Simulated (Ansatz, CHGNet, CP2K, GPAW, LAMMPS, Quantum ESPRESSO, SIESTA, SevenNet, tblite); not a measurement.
**Other levels on liquid (Cs,Na,Li)Cl at 1200 K (74 atoms)**

Density of this cell: 2.24 g/cm³. The cell holds 74 atoms: 16 Cs, 5 Na, 16 Li and 37 Cl. Its edges and angles: a = 13.948 Å, b = 13.948 Å, c = 13.948 Å, α = 90.0°, β = 90.0°, γ = 90.0°. 74 atoms (16 Cs, 5 Na, 16 Li, 37 Cl) placed at random at 2.24 g/cm³, melted at 1800 K for 10 ps at fixed volume with the Lennard-Jones and Coulomb ion parameters for SPC/E (Joung and Cheatham, J. Phys. Chem. B 112, 9020 (2008)), full charges. Snapshot at the end of a hold of 20 ps at 1200 K and fixed volume.

Geometry: as built.

The reference, a calculation:

```
method                                           : Kohn-Sham DFT, PBE, SSSP efficiency 1.3.0 pseudopotentials, plane waves (Quantum ESPRESSO 7.5); sssp-pbe-1.3.0-efficiency, cutoffs 45/360 Ry, Γ point
r.m.s. force component                           : 0.4668 eV/Å
longest force                                    : 1.89 eV/Å
pressure                                         : 0.3003 GPa
gap (highest filled to lowest empty level) : 3.664 eV
time                                             : 4.5 min on 4 MPI ranks of Arm Neoverse V2, shared host
CPU time                                         : 18 min
```

**Question.** The same geometry is run in other programs. How far does each lie from the reference, and what does it cost?
- SIESTA PBE, DZP, shift 0.01 Ry, mesh 500 Ry (SIESTA 5.4.2; 2 MPI ranks)
- GPAW PBE, LCAO dzp, h 0.2 Å (GPAW 26.7.0; 1 thread)
- GPAW PBE, LCAO dzp, h 0.2 Å, other mixer settings (GPAW 26.7.0; 1 thread)
- CHGNet 0.3.0 potential (CHGNet 0.3.0; 1 thread)
- GPAW LDA, LCAO dzp, h 0.2 Å (GPAW 26.7.0; 1 thread)
- GPAW PBE, LCAO sz(dzp), h 0.2 Å (GPAW 26.7.0; 1 thread)
- tblite GFN1-xTB (tblite 0.8.0; 1 thread)
- CHGNet r2SCAN potential (CHGNet r2SCAN; 1 thread)
- SIESTA PBE, SZ, shift 0.02 Ry, mesh 500 Ry (SIESTA 5.4.2; 1 thread)
- CP2K PBE, DZVP-MOLOPT-SR, 1200/60 Ry, OT DIIS (CP2K 2026.2; 1 thread)

Differences are against the plane-wave reference, forces as r.m.s. over components; share is that over the reference's r.m.s. force, slope the least-squares factor from reference forces to these. Total energies of different programs have different zeros and aren't compared.

```tsv
run	Δ force, r.m.s. (meV/Å)	share (%)	slope	Δ pressure (GPa)	Δ gap (eV)	cores	CPU time	memory (GiB)
reference	-	-	-	-	-	4	18 min	6.4
SIESTA PBE, DZP, shift 0.01 Ry, mesh 500 Ry	126	27.0	1.233	-0.382	-0.390	2	5.4 min	3.1
GPAW PBE, LCAO dzp, h 0.2 Å	50.9	10.9	1.079	-	-0.0834	1	6.4 min	2.5
GPAW PBE, LCAO dzp, h 0.2 Å, other mixer settings	51.4	11.0	1.081	-	-0.0839	1	7.1 min	2.3
CHGNet 0.3.0 potential	69.8	15.0	0.975	-0.168	-	1	2.9 s	0.52
GPAW LDA, LCAO dzp, h 0.2 Å	61.7	13.2	0.953	-	-0.353	1	5.4 min	2.5
GPAW PBE, LCAO sz(dzp), h 0.2 Å (coarse)	113	24.3	1.062	-	-0.543	1	2.2 min	1.9
tblite GFN1-xTB	393	84.3	0.625	-3.26	-	1	3 s	0.16
CHGNet r2SCAN potential	126	27.0	0.764	-0.712	-	1	2.9 s	0.51
SIESTA PBE, SZ, shift 0.02 Ry, mesh 500 Ry (coarse)	140	29.9	1.166	-2.64	-1.99	1	2.1 min	1.3
CP2K PBE, DZVP-MOLOPT-SR, 1200/60 Ry, OT DIIS	71.4	15.3	1.097	0.210	-0.150	1	18 min	9.2
```

Rows marked coarse were listed beforehand as settings not expected to be converged; some can still land near the reference.

Times of the machine-learned potentials are mostly Python's start and the loading of weights.

CPU time is summed over cores on a shared host, where runs went side by side, so it is rough. Symmetry, cutoffs, thresholds, outputs and thread counts weren't matched or tuned between programs; memory under MPI is the largest rank's times the ranks.

The PBE runs in local orbitals, coarse settings apart, differ by 11 % (GPAW PBE, LCAO dzp, h 0.2 Å) to 27 % (SIESTA PBE, DZP, shift 0.01 Ry, mesh 500 Ry); basis, grid and potentials can all enter. Tight binding differs by 84 % (tblite GFN1-xTB); it is another model, with fitted parameters of its own, and the xTB methods hold dispersion. Machine-learned potentials differ by 15 % (CHGNet 0.3.0 potential) to 27 % (CHGNet r2SCAN potential); they were trained on other programs' data, some at another functional. Rows with another functional or a dispersion term differ by 13 % (GPAW LDA, LCAO dzp, h 0.2 Å), which mixes the change of model with differences of basis and potentials. Periodic xTB results under one method name differ between programs and library versions. Machine-learned potentials mimic data converged in k, so the reference's own k-point error enters their differences. The network of bonds at the start is that of the classical potential that made the cell, and needn't be the one that DFT or experiment would give. The electronic-structure runs sample only Γ, in a cell whose shortest periodic width is 14 Å.

[Logs are printed without paths, hosts, clocks, repeated set-up lines and the standing remarks that a program may print on its own settings, such as how far it seeks lower states.]

[Hosts, paths, dates, database ids (printed as entryN), source tags and the programs' standing remarks are cut or masked in the printed files.]
